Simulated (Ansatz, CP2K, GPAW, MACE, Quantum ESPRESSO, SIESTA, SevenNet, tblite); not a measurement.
# GPAW runs on (5,5) carbon nanotube bundle (80 atoms), part 2 of 2

Wanted: GPAW inputs and outputs for (5,5) carbon nanotube bundle (80 atoms), checked against a plane-wave reference.

Program: GPAW 26.7.0; the method stands at each step. Banners, paths, timers and routine set-up lines are dropped from the logs unmarked, and long logs keep their key lines alone; longer cuts are marked.

So far. Step 3 (PBE, LCAO dzp, h 0.15 Å): Against the first run (7.7 %), the force difference from the reference is 7.7 %, at 2.1 times the CPU time (on 2 against 1 cores): the change moves forces by 19 meV/Å r.m.s., so most of the difference comes from elsewhere. Step 4 (PBE, LCAO sz(dzp), h 0.2 Å): Against the first run (7.7 %), the force difference from the reference is 31 %, at 0.34 times the CPU time, with 320 basis functions against 1040: the smaller basis costs accuracy.

**5. PBE, LCAO dzp, h 0.2 Å, other mixer settings**

Method: Kohn-Sham DFT, PBE, PAW, atomic orbitals (dzp).

run.py reads:

```python
import numpy as np
from ase.io import read
from gpaw import GPAW, FermiDirac, Mixer
from ase.parallel import parprint as print

atoms = read("structure.xyz")
atoms.calc = GPAW(
    mode="lcao",
    basis="dzp",
    h=0.2,
    xc="PBE",
    kpts={"size": (1, 1, 1), "gamma": True},
    occupations=FermiDirac(0.05),
    mixer=Mixer(0.03, 7, 100),
    maxiter=200,
    symmetry={"point_group": False},
    txt="gpaw.txt",
)
energy = atoms.get_potential_energy(force_consistent=True)
forces = atoms.get_forces()
print(f"energy {energy:.6f} eV")
print("forces (eV/A)")
for i, (a, f) in enumerate(zip(atoms, forces)):
    print(f"{i:4d} {a.symbol:2s} {f[0]:10.5f} {f[1]:10.5f} {f[2]:10.5f}")
print(f"Fermi level {atoms.calc.get_fermi_level():.4f} eV")
for k in range(len(atoms.calc.get_ibz_k_points())):
    for s in range(atoms.calc.get_number_of_spins()):
        e = atoms.calc.get_eigenvalues(kpt=k, spin=s)
        n = np.searchsorted(e, atoms.calc.get_fermi_level())
        print(f"k {k} spin {s} levels about the Fermi level:", np.round(e[max(n - 6, 0):n], 4).tolist(), "|", np.round(e[n:n + 6], 4).tolist())
```

structure.xyz reads:

```xyz
80
Lattice="10.08135 0.00000 0.00000 -5.04067 8.73070 0.00000 0.00000 0.00000 9.84000" Properties=species:S:1:pos:R:3 pbc="T T T"
[... 80 atom lines left out: the same atoms as in the first run ...]
```

Launch:

```sh
> OMP_NUM_THREADS=1 mpirun -np 2 gpaw python run.py > output.txt
```

What it wrote:

```text
energy -680.125008 eV
forces (eV/A)
   0 C     1.13299    5.08776   -2.55538
   1 C    -0.68525    1.34326    1.16142
   2 C     1.83691   -2.82686   -7.14455
   3 C     0.78371    1.12993    7.07071
   4 C    -3.86371   -0.10867    1.74361
   5 C     3.56288    2.14468   -3.76209
   6 C     1.77258    2.51952   -3.77914
   7 C    -2.15127   -1.93419    4.55296
   8 C    -1.09704   -0.71851   -3.62447
   9 C    -0.31308    5.46717   -1.98932
  10 C    -0.08373   -0.01551    5.18020
  11 C     0.45619   -1.87115   -0.98834
  12 C    -4.96439    3.29986   -8.16502
  13 C     1.24332   -0.25575    6.59594
  14 C     0.14903   -1.90931   -4.53918
  15 C    -0.36315   -1.00305    6.25719
  16 C     5.23492    2.87331   -0.18478
  17 C    -2.76433   -3.41033    1.36885
  18 C     1.92587    1.23891    1.02424
  19 C    -0.41120   -9.01998   -2.03331
  20 C     1.24607   -1.37305    4.10744
  21 C    -2.75639    4.84320    1.72592
  22 C     0.62856   -0.62963   -3.97382
  23 C    11.62621   -4.33261   -3.58518
[...]
72 C     0.77897   -1.67278   -8.12637
  73 C     1.27804   -1.69591   10.94689
  74 C     0.36800   -0.58477  -10.13919
  75 C     1.18386   -0.94428    2.91843
  76 C    -1.70412   -1.03252   -1.02260
  77 C     1.09815   -0.15458    1.22805
  78 C     0.71470    2.82640    2.05559
  79 C    -0.50558   -8.99357    5.54795
Fermi level 4.3813 eV
k 0 spin 0 levels about the Fermi level: [2.4276, 2.4905, 2.6382, 2.679, 3.7765, 3.9147] | [4.8532, 4.9383, 5.3844, 5.6349, 5.7511, 5.7875]
```

gpaw.txt:

```text
Input parameters:
  mode=LCAO(),
  basis={'default': 'dzp'},
  h=0.2,
  kpts=MonkhorstPack(size=(1, 1, 1), gamma=True),
  maxiter=200,
  mixer=Pulay(name='pulay', nmaxold=7, beta=0.03, weight=100, sigma=0.015, g_ss=None),
  occupations=Occupations(name='fermi-dirac', width=0.05, fixmagmom=False),
  symmetry=Symmetry(point_group=False),
  xc=XC(name='PBE')
Unit cell  # Å
[... lines left out ...]
  Fermi-Dirac:
[... lines left out ...]
convergence criteria:
- Maximum [total energy] change in last 3 cyles: 0.0005 eV / valence electron
[... lines left out ...]
Converged in 14 steps
[... lines left out ...]
  Kinetic:         690.187186
  Coulomb:        -669.317893
  Zero:             15.943950
  External:          0.000000
  Xc:             -716.938052
  Entropy:          -0.000200
  Spinorbit:         0.000000
  ----------------------------
  Free energy:    -680.125008
  Extrapolated:   -680.124908
dipole moment: (2.024245, -2.103817, 36.622268)  # |e|*Ang
Fermi level: 4.381
Eigenvalues  # (at kpt = [0.000, 0.000, 0.000])
| band index |      eig [eV] | occ [0-2] |
|------------|---------------|-----------|
|          0 |       -15.831 |     2.000 |
|        ... |               |           |
|        152 |         2.036 |     2.000 |
|        153 |         2.287 |     2.000 |
[...]
|        167 |         6.226 |     0.000 |
|        ... |               |           |
|        195 |        10.579 |     0.000 |
Gap: 0.938 eV
Transition (v -> c):
  (s=0, k=0, n=159, [0.00, 0.00, 0.00]) -> (s=0, k=0, n=160, [0.00, 0.00, 0.00])
No difference between direct/indirect transitions
Force computation time: 7.071  # s
```

The job ended after 62 s (2 MPI ranks of Arm Neoverse V1, shared host; peak memory 0.9 GiB; 2.1 min of CPU time).

Numbers from this run, and their distance from the reference:

```
r.m.s. force component                          : 3.819 eV/Å
r.m.s. difference of force components           : 277.4 meV/Å
longest difference of force vectors             : 825.4 meV/Å
force difference over r.m.s. force              : 7.741 %
slope of forces against the reference's         : 1.065
correlation of force components                 : 0.9992
energy less the same-level run's                : 0 meV/atom
r.m.s. force difference from the same-level run : 3.36 meV/Å
```

Against the first run (7.7 %), the force difference from the reference is 7.7 %, at 1.5 times the CPU time (on 2 against 1 cores) (14 SCF steps against 10): another solver or mixer reaches the same state.

**6. Side by side**

Differences are against the plane-wave reference, forces as r.m.s. over components; share is that over the reference's r.m.s. force, slope the least-squares factor from reference forces to these. Total energies of different programs have different zeros and aren't compared.

```tsv
run	Δ force, r.m.s. (meV/Å)	share (%)	slope	cores	CPU time	memory (GiB)
reference	-	-	-	2	4.9 min	1.8
GPAW PBE, LCAO dzp, h 0.2 Å	276	7.70	1.065	1	81 s	0.67
GPAW PBE, LCAO dzp, h 0.15 Å	275	7.68	1.065	2	2.8 min	1.6
GPAW PBE, LCAO sz(dzp), h 0.2 Å (coarse)	1118	31.2	1.255	1	28 s	0.51
GPAW PBE, LCAO dzp, h 0.2 Å, other mixer settings	277	7.74	1.065	2	2.1 min	0.9
```

Rows marked coarse were listed beforehand as settings not expected to be converged; some can still land near the reference.

CPU time is summed over cores on a shared host, where runs went side by side, so it is rough. Symmetry, cutoffs, thresholds, outputs and thread counts weren't matched or tuned between programs; memory under MPI is the largest rank's times the ranks.

Within one program, basis, potentials and functional, energies share a zero. Each run against its twin at the usual cutoff or grid and solver:

```tsv
run	twin	Δ energy (meV/atom)	Δ force, r.m.s. (meV/Å)	CPU time over the twin's
GPAW PBE, LCAO dzp, h 0.15 Å	LCAO dzp, h 0.2 Å	-105	18.7	2.1 (this twin ran on 1 cores)
GPAW PBE, LCAO dzp, h 0.2 Å, other mixer settings	LCAO dzp, h 0.2 Å	0	3.36	1.5 (this twin ran on 1 cores)
```

**7. What came out**

```json
{"nearest in forces": "a tie at 7.7 % of 3 runs: GPAW PBE, LCAO dzp, h 0.2 Å; GPAW PBE, LCAO dzp, h 0.15 Å; GPAW PBE, LCAO dzp, h 0.2 Å, other mixer settings"}
```

What this shows: The PBE runs in local orbitals, coarse settings apart, differ by 7.7 % in each run; basis, grid and potentials can all enter. Runs with settings chosen to be coarse differ by 31 % (GPAW PBE, LCAO sz(dzp), h 0.2 Å), their programs' other errors included. Of the electronic-structure runs that take under half the reference's CPU time, GPAW PBE, LCAO dzp, h 0.2 Å is among the nearest, at 7.7 % in 81 s against 4.9 min. GPAW PBE, LCAO sz(dzp), h 0.2 Å stiffens the forces by a factor of 1.26 while following their directions (correlation 0.990); the slopes of the 4 GPAW runs lie between 1.06 and 1.26. The reference's stress is far from hydrostatic: its diagonal is 9.9, 14.4, 5.7 GPa, compression counted positive. The reference's pressure of 10 GPa belongs to a cell and atoms that aren't relaxed at this level. The electronic-structure runs sample only Γ, in a cell whose shortest periodic width is 9 Å.

[Also dropped from logs without a mark: logging warnings of Python, and SIESTA's first energy breakdown and zero terms.]

[Logs are printed without paths, hosts, clocks, repeated set-up lines and the standing remarks that a program may print on its own settings, such as how far it seeks lower states.]

[Hosts, paths, dates, database ids (printed as entryN), source tags and the programs' standing remarks are cut or masked in the printed files.]
